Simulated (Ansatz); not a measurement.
# Phonon transport in CsSnI3 (Pm-3m), part 2 of 2

Aim: the lattice thermal conductivity of CsSnI3 against temperature, and which phonons carry it.

Ansatz 0.2.0; DFT RPBE, scalar-relativistic, plane waves, PAW.

So far. Step 2 (A first coarse run): The start is under 1.9 GPa at this level and looks like an insulator or semiconductor on this mesh. Step 5 (Relaxing to small residual forces and stress): The residual pressure is 5.1e-4 GPa, small enough for phonons.

The database entry behind the starting cell lists a temperature of 500 K, so it need not match the best structure at ambient conditions.

In doubt: the program warns that the response may not be converged on this k-mesh, which bears on the force constants and all frequencies.

## 6. A faulty attempt

This input was changed on purpose, to see how the program answers.

input.yaml reads:

```yaml
crystal:
  lattice:
    - [6.4467994377, 0.0, 0.0]
    - [0.0, 6.4467994377, 0.0]
    - [0.0, 0.0, 6.4467994377]
  atoms:
    - { symbol: Cs, position: [0.0, 0.0, 0.0] }
    - { symbol: Sn, position: [0.5, 0.5, 0.5] }
    - { symbol: I, position: [0.0, 0.5, 0.5] }
    - { symbol: I, position: [0.5, 0.0, 0.5] }
    - { symbol: I, position: [0.5, 0.5, 0.0] }
kpoints:
  mp_grid: { grid: [3, 3, 3] }
hamiltonian:
  xc: rpbe
scf:
  occupations: { method: fixed }
  max_iter: 80
output:
  eigenvalues: true
phonons:
  supercell: [1, 1, 1]
  dielectric: false
  third_order: { supercell: [1, 1, 1], pair_cutoff: 4.709 }
  lattice_thermal_conductivity:
    qmesh: [5, 5, 5]
    temperatures: [300]
    isotope_mass_variance: [{ species: I, variance: 0.0 }, { species: Sn, variance: 0.0003341 }]
```

Run with:

```bash
> ansatz run input.yaml --threads 8 --pin off --max-ram 16384MiB --backend cpu --events-out ev --progress --plain --runs-dir out
```

Numbers of over 12 decimals in the logs are rounded to 6 here.

Log:

```text
Error: invalid value for `phonons.lattice_thermal_conductivity.isotope_mass_variance`: Cs has no entry — state its isotope mass variance, 0 for a single isotope: `- { species: Cs, variance: <g> }`
```

The job ended after 0.04 s (8 threads of Intel Xeon at 2.70GHz, shared host; peak memory 0.039 GiB).

The input was rejected at the start.

The program's message: “Error: invalid value for `phonons.lattice_thermal_conductivity.isotope_mass_variance`: Cs has no entry — state its isotope mass variance, 0 for a single isotope: `- { species: Cs, variance: <g> }`”

The fault put into the input: no isotope entry for a species.

## 7. A first look at the harmonic spectrum

Third-order constants cost many supercell runs, so a linear-response run first checks that the crystal is harmonically stable.

input.yaml, the sections that differ from step 6:

```yaml
kpoints:
  mp_grid: { grid: [4, 4, 4] }
scf:
  occupations: { method: fixed }
phonons:
  method: dfpt
  dielectric: true
  rigid_motions: translations
  qmesh: [2, 2, 2]
  temperatures: { t_max: 1000, t_step: 50 }
  qpath:
    path:
      - [[0.0, 0.0, 0.0], [0.0, 0.5, 0.0], [0.5, 0.5, 0.0], [0.0, 0.0, 0.0], [0.5, 0.5, 0.5], [0.0, 0.5, 0.0]]
      - [[0.5, 0.5, 0.5], [0.5, 0.5, 0.0]]
    npoints: 10
# crystal, hamiltonian, output: as in step 6
```

Log:

```text
[...]
Crystal: 5 atoms, lattice volume = 267.937 Å³
Basis set: ecut = 420 eV, 5257 PW (Γ), exchange–correlation on 90×90×90 points (8 copies of the dense FFT grid, shifted against one another)
Bands: 45, of which v1, the nominal top of the filled ones, is band 37 counted from 1 (36 counted from 0)
Symmetry: 48 space group operations
k-points: 30 of 64 (irreducible under 2 space group operations, time reversal used)
[...]
SCF iter   1: F=—  HF=-34284.214270 eV  |F-HF|=—  |Δ(HF+E_count)|=         —  Δρ=1.46e-3  dr2=7.49e-3  ethr=1.77e-3  ⟨swp⟩=5.7  Hψ=4610  notcnv=0  defer=159
[...]
SCF iter   9: F=-34284.212464 eV  HF=-34284.212464 eV  |F-HF|=7.28e-12  |Δ(HF+E_count)|=  7.06e-10  Δρ=4.73e-8  dr2=7.14e-12  ethr=1.00e-12  ⟨swp⟩=19.1  Hψ=10004  notcnv=0
SCF 1 converged in 9 iterations: F = -34284.212464 eV  dr2 = 7.14e-12
[...]
DFPT response loops at Γ: preconditioner auto → none (the input reference at scf.mixing.eps_inf says where Resta's filter doesn't serve); β = 0.50; Broyden in place of MSR1
── the response to a field inside a basis, on 8×8×8 k-points: an SCF that follows is theirs, and a resumed run solves both again ──
Bands: 38, of which v1, the nominal top of the filled ones, is band 37 counted from 1 (36 counted from 0)
k-points: 20
[...]
Eigensolver: Dense (20 Hₖ)
SCF iter   1: F=—  HF=-34284.153075 eV  |F-HF|=—  |Δ(HF+E_count)|=         —  Δρ=5.36e-4  dr2=1.33e-3  ethr=1.00e-1
[...]
SCF iter   5: F=-34284.152792 eV  HF=-34284.152792 eV  |F-HF|=2.03e-8  |Δ(HF+E_count)|=   8.84e-8  Δρ=2.61e-6  dr2=5.86e-8  ethr=8.47e-10
SCF 1 converged in 5 iterations: F = -34284.152792 eV  dr2 = 5.86e-8
[...]
WARN: field response: inside a basis, on 8×8×8 points, no mesh in reach settles it: take ε∞, Z* and everything formed from them with what they may err, as stated (eps_inf_uncertainty, zstar_uncertainty_e), and compare with field_mesh: kpoints on a denser kpoints.mp_grid
WARN: field response: ε∞ stands inside a basis, on 8×8×8 points; the force constants stand on the 4×4×4 k-mesh, whose period is 8.09 times the interband length at k = (-0.5000, -0.5000, -0.5000), direct gap 0.798 eV, under 14: take them and everything formed from them as unconverged, and compare with a denser kpoints.mp_grid
NSCF: frozen V_eff on 10 k-points
[...]
SCF converged after 9 iterations
Free energy (F): -34284.212464 eV
[...]
Internal energy: -34284.212464 eV  (E = F + TS)
E sigma→0 (E₀):  -34284.212464 eV
Fermi energy:    3.855018 eV
[...]
--- Band table (eV; the first three rows and the last of 30) ---
  k-point 0: bands = [... 33 lower, 2.1920, 2.2949, 2.2949, 2.2949, 6.7890, 7.8327, 7.8327, 8.1343, ... 4 higher]
  k-point 1: bands = [... 33 lower, 2.1371, 2.2449, 2.2449, 2.2788, 6.8203, 7.2911, 8.1134, 8.1518, ... 4 higher]
  k-point 2: bands = [... 33 lower, 2.0846, 2.2173, 2.2173, 2.6396, 5.3030, 8.0990, 8.1106, 8.1106, ... 4 higher]
  k-point 29: bands = [... 33 lower, 2.6592, 2.6592, 2.6592, 3.8550, 4.6531, 4.6531, 4.6531, 7.6322, ... 4 higher]
--- Phonons (Γ-DFPT): 4 representative perturbations + reference, on 30 of 64 k-points (Σ response iterations 12) ---
  k mesh reduced under 2 symmetry operations, with k and −k counted as one. Each operation leaves every solved perturbation unchanged. A smaller set is not considered because the run solves the response to a homogeneous field
  ASR residual: 8.887e-5 → 0.000e0 eV/Å²; symmetrization residual: 5.732e-5 eV/Å²
  ASR residual per site (eV/Å²): 8.80e-5 8.89e-5 7.99e-5 7.99e-5 7.99e-5
  Γ frequencies (cm⁻¹): -64.11 -64.11 -64.11 0.00 0.00 0.00 11.77 11.77 11.77 18.60 18.60 18.60 37.03 37.03 37.03
  ε∞ (high-frequency dielectric tensor):
        6.785190     0.000000     0.000000
        0.000000     6.785190     0.000000
        0.000000     0.000000     6.785190
  softest optical mode at Γ: -64.11 cm⁻¹; the repairs (sum rule, projections) moved no ω² at Γ by more than (1.47 cm⁻¹)²
  Born effective charges Z* (e; rows j = field, columns β = displacement):
    site 0:
         1.35919   -0.00000    0.00000
         0.00000    1.35919    0.00000
         0.00000    0.00000    1.35919
    site 1:
         5.54570    0.00000   -0.00000
        -0.00000    5.54570    0.00000
        -0.00000    0.00000    5.54570
    site 2:
        -5.48072   -0.00000   -0.00000
        -0.00000   -0.71209    0.00000
         0.00000    0.00000   -0.71209
    site 3:
        -0.71209   -0.00000   -0.00000
         0.00000   -5.48072    0.00000
         0.00000    0.00000   -0.71209
    site 4:
        -0.71209    0.00000   -0.00000
         0.00000   -0.71209    0.00000
         0.00000   -0.00000   -5.48072
  Z* charge neutrality: 7.345e-3 e pre-enforcement
  solved inside a basis spanned on kpoints, on 8×8×8 k-points transformed towards the longest dipole, which do not settle them: ε∞ is read to err by 7.5e-2, Z* by 1.8e-1 e (field_mesh: kpoints solves on kpoints); Z* is corrected for what the basis lacks
  optical modes at Γ without the LO–TO term, one row a degenerate level:
      ω (cm⁻¹)  modes    IR ((D/Å)²/amu)
        -64.11      3            34.6942
         11.77      3             1.0847
         18.60      3             0.0000
         37.03      3             0.0500
  optical modes at Γ + LO–TO along q̂ = [1.0000, 0.0000, 0.0000]:
      ω (cm⁻¹)  modes    IR ((D/Å)²/amu)
        -64.11      2            23.1295
         -6.64      1             0.0629
         11.77      2             0.7231
         18.60      3             0.0000
         36.88      1             0.0050
         37.03      2             0.0333
        100.47      1            11.8751
  optical modes at Γ + LO–TO along q̂ = [0.0000, 1.0000, 0.0000]:
      ω (cm⁻¹)  modes    IR ((D/Å)²/amu)
        -64.11      2            23.1295
         -6.64      1             0.0629
         11.77      2             0.7231
         18.60      3             0.0000
         36.88      1             0.0050
         37.03      2             0.0333
        100.47      1            11.8751
  optical modes at Γ + LO–TO along q̂ = [0.0000, 0.0000, 1.0000]:
      ω (cm⁻¹)  modes    IR ((D/Å)²/amu)
        -64.11      2            23.1295
         -6.64      1             0.0629
         11.77      2             0.7231
         18.60      3             0.0000
         36.88      1             0.0050
         37.03      2             0.0333
        100.47      1            11.8751
--- Phonons (arbitrary-q DFPT): 4 irreducible q on the 2×2×2 mesh ---
  q = [0.0000, 0.0000, 0.0000] (star 1, of the zone-centre solve; hermiticity 9.95e-5, symmetrization 2.68e-5): -64.11 -64.11 -64.11 -0.00 0.00 0.00 11.77 11.77 11.77 18.60 18.60 18.60 37.03 37.03 37.03
  q = [0.0000, 0.0000, -0.5000] (star 3, 9 solved perturbations in 216 linear systems a pass and spin channel, the states on 27 of 64 k-point pairs; hermiticity 4.05e-5, symmetrization 2.84e-11): -61.99 -61.99 12.20 12.20 15.00 15.00 23.98 25.88 25.88 30.35 31.05 36.81 36.81 88.16 95.28
[...]
sum rule: each row above includes the acoustic sum rule's correction from the zone centre's row sums; it moved no ω² by more than (0.45 cm⁻¹)²
  mesh force constants: q→R imaginary residual 8.10e-18; ASR residual 8.887e-5 → 0.000e0 eV/Å²; symmetrization residual 3.997e-15 eV/Å²
  interpolated dispersion: 63 rows × 15 modes
  density of states and harmonic sums: on the 10×10×10 q-mesh, interpolated from the force constants of a 2×2×2 supercell (with the dipole–dipole term)
  largest difference from the sums on the solved wave vectors: F 1.84e-1 eV, S 2.31e-4 and C_V 4.75e-5 eV/K
  zero-point energy: 0.031603 eV/cell   skipped modes (ω ≤ 0): 123, of them read as no rigid motion or as one in doubt: 120 (2.082e0 modes/cell left out, lowest -64.11 cm⁻¹)   left out of the sums: 1.39e-1 of the cell's modes: C_V's classical limit lies that fraction below 3 k_B per atom; for a crystal, a wire or a layer, F and S can be off by more, and a phonons.interpolated_qmesh denser along its periods is the remedy for the sampling
```

Elapsed: 4.4 min, on 8 threads; peak memory 2.2 GiB; 26 min of CPU time.

Numbers from this step:

* lowest frequency on the path: -64.11 cm⁻¹
* point group: m-3m
* highest frequency: 102.8 cm⁻¹

LO-TO term included. The phonon branches at the labelled points (cm⁻¹):

| point | branch 1 | branch 2 | branch 3 | branch 4 | branch 12 | branch 13 | branch 14 | branch 15 |
| --- | --- | --- | --- | --- | --- | --- | --- | --- |
| Γ | -64 | -64 | -7 | 0 | 37 | 37 | 37 | 100 |
| halfway | -63 | -63 | 11 | 11 | 37 | 37 | 61 | 101 |
| X | -62 | -62 | 12 | 12 | 37 | 37 | 88 | 95 |
| halfway | -61 | -5 | 12 | 13 | 42 | 69 | 88 | 97 |
| M | -60 | -18 | 13 | 16 | 78 | 90 | 90 | 99 |
| halfway | -62 | -25 | 10 | 12 | 37 | 63 | 67 | 96 |
| Γ | -64 | -64 | -7 | 0 | 37 | 37 | 37 | 100 |
| halfway | -13 | -13 | 8 | 12 | 65 | 69 | 69 | 93 |
| R | -18 | -18 | -18 | 15 | 93 | 93 | 93 | 103 |
| halfway | -8 | 4 | 10 | 14 | 69 | 70 | 90 | 97 |
| X | -62 | -62 | 12 | 12 | 37 | 37 | 88 | 95 |
| jump to R | -18 | -18 | -18 | 15 | 93 | 93 | 93 | 103 |
| halfway | -18 | -5 | -5 | 14 | 78 | 91 | 91 | 100 |
| M | -60 | -18 | 13 | 16 | 78 | 90 | 90 | 99 |

Tetrahedra on 10 10 10, mean over bins of 2 cm⁻¹. The phonon density of states by wavenumber; read off at these points:

wavenumber (cm⁻¹), phonon density of states (1/cm⁻¹/cell) and a bar:
```
    -65.0      0.000 
    -59.0      0.073 ####
    -53.0      0.039 ##
    -47.0      0.020 #
    -41.0      0.018 #
    -37.0      0.017 #
    -31.0      0.016 #
    -25.0      0.017 #
    -19.0      0.025 #
    -15.0      0.084 ####
    -13.0      0.079 ####
     -7.0      0.018 #
     -1.0      0.007 
      5.0      0.019 #
     11.0      0.337 ##################
     15.0      0.573 ##############################
     17.0      0.381 ####################
     21.0      0.218 ###########
     27.0      0.196 ##########
     33.0      0.174 #########
     39.0      0.214 ###########
     45.0      0.080 ####
     51.0      0.055 ###
     57.0      0.057 ###
     63.0      0.051 ###
     69.0      0.051 ###
     75.0      0.063 ###
     79.0      0.053 ###
     85.0      0.075 ####
     87.0      0.116 ######
     91.0      0.047 ##
     97.0      0.289 ###############
    103.0      0.001
```

Born charge (rows field, columns displacement) (e), principal values of the symmetric part by kind of site:

```csv
atom,atoms with these values,low,middle,high,mean
Cs1,1,1.36,1.36,1.36,1.36
Sn2,1,5.55,5.55,5.55,5.55
I3,3,-5.48,-0.71,-0.71,-2.30
```

In full for Cs1:

```
1.36 0.00 0.00
0.00 1.36 0.00
0.00 0.00 1.36
```

ε∞:

```
6.79 0.00 0.00
0.00 6.79 0.00
0.00 0.00 6.79
```

The lowest solved frequency is -64.1 cm⁻¹, so the cell is unstable here and gives no valid free energy.

## 8. What came out

| Property | Result |
| --- | --- |
| lowest frequency at the solved wavevectors | -64.1 cm⁻¹ |
| conductivity | not obtained |

**Reading.** No conductivity was obtained: the harmonic spectrum has imaginary modes, so lifetimes built on it are undefined. A phase that is stabilised by thermal motion needs phonons at temperature first. The softest solved mode is 64i cm⁻¹ at q = (0, 0, 0), and 4 of 4 solved wavevectors carry a mode beyond 8i cm⁻¹. The starting cell comes from a crystallographic database, so the instability may belong to the level of theory or to the 0 K harmonic picture and not to the crystal; this functional changes the volume by +12 % against that cell. The log warns that the k-mesh is coarse for the response calculation and asks for a check on a denser one. The PAW files were made for PBE and are used here under another functional, for which the program regenerates the frozen cores. The cell of these runs is 12 % larger in volume than the database cell; frequencies and all that rests on them shift with it.

[Logs are printed without paths, hosts, clocks, repeated set-up lines and the standing remarks that a program may print on its own settings, such as how far it seeks lower states.]

[Hosts, paths, dates, database ids (printed as entryN), source tags and the programs' standing remarks are cut or masked in the printed files.]

[A step with changed settings may run another functional than the one named; its input shows which.]
